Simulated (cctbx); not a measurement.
# What is wrong with this refinement?

Cell a = 7.0400 Å, b = 7.0400 Å, c = 5.4230 Å, α = 90.00°, β = 90.00°, γ = 120.00°; space group P6/mmm (no. 191).

The data are simulated with cctbx, not measured: Mo Kα, λ = 0.71073 Å, to d = 0.6 Å, 70 % of the full sphere, strongest reflection 40000 counts, noise from counting, a 4 % proportional error and a noise floor of 2 counts (s.d.); no absorption.

An anisotropic refinement with weights 1/σ² prints:

```text
Rint 0.035, 267 unique reflections to 0.60 A
cycle     R1     wR2    GooF  max shift (A)
   1  0.0784  0.2546  14.828   0.00000
   2  0.0331  0.1233   7.182   0.00000
final R1 0.0331 wR2 0.1233 GooF 7.182  parameters 7  data/parameter 38.1
atom        x        y        z      Ueq    occ   su(xyz)  su(Uiso or U11)
Eu1    0.00000  0.00000  0.00000  -0.0000  1.000  0.00000  0.0004  NPD
Eu2    0.00000  0.50000  0.50000   0.0024  1.000  0.00000  0.0004
Er1    0.66667  0.33333  0.00000   0.0056  1.000  0.00000  0.0004
difference map: max 21.98 min -5.77 rms 0.90
Q1    0.0000  0.0000  0.0000    1   21.99  0.00 A from Eu1
Q2    0.0000  0.5000  0.5000    3    6.55  0.00 A from Eu2
Q3    0.2650  0.6325  0.1349   12    1.40  0.84 A from Er1
Q4    0.1981  0.5991  0.0000    6    1.28  0.82 A from Er1
Q5    0.0000  0.0000  0.2128    2    1.13  1.15 A from Eu1
Q6    0.2698  0.5395  0.0625   12    0.94  0.85 A from Er1
```

Q: Accept it or mend it, and why?

Mend it. The fault: elements exchanged: Er1 is Eu and Eu1 is Er. Against the right model at the same level, R1 goes from 0.0070 to 0.0331 and GooF from 0.98 to 7.18, U of Eu1 shrinks from 0.0039 to 0.0000 Å², U of Er1 swells from 0.0037 to 0.0056 Å², the top difference peak, 22.0 e/Å³, lies on Eu1 and Eu1 goes non-positive-definite. Er1 has 5 electrons too many and its U swells to shed them, as expected; Eu1 has 5 electrons too few and its U shrinks to make up, as expected.

The compound is Eu5Er. The right model at the same level gives:

```text
Rint 0.035, 267 unique reflections to 0.60 A
cycle     R1     wR2    GooF  max shift (A)
   1  0.0070  0.0171   0.993   0.00000
   2  0.0070  0.0169   0.984   0.00000
final R1 0.0070 wR2 0.0169 GooF 0.984  parameters 7  data/parameter 38.1
atom        x        y        z      Ueq    occ   su(xyz)  su(Uiso or U11)
Er1    0.00000  0.00000  0.00000   0.0039  1.000  0.00000  0.0001
Eu1    0.00000  0.50000  0.50000   0.0036  1.000  0.00000  0.0001
Eu2    0.66667  0.33333  0.00000   0.0037  1.000  0.00000  0.0000
difference map: max 0.85 min -0.96 rms 0.16
Q1    0.0000  0.0000  0.2694    2    0.86  1.46 A from Er1
Q2    0.3333  0.6667  0.1279    4    0.60  0.69 A from Eu2
Q3    0.0000  0.0000  0.1362    2    0.60  0.74 A from Er1
Q4    0.0000  0.4496  0.2126   12    0.53  1.60 A from Eu1
Q5    0.3333  0.6667  0.2728    4    0.48  1.48 A from Eu2
Q6    0.1067  0.2133  0.4066   12    0.47  2.53 A from Eu1
```

Isotropic U is held between 0.0001 and 1 Å² by the program, and listed peak heights are interpolated, so they can pass the grid's maximum.

The model was made for the exercise: a known structure type with other elements put in, its volume estimated, not relaxed; displacement parameters are assumed.

[Middle refinement cycles are left out of these outputs.]

[Logs are printed without paths, hosts, clocks, repeated set-up lines and the standing remarks that a program may print on its own settings, such as how far it seeks lower states.]
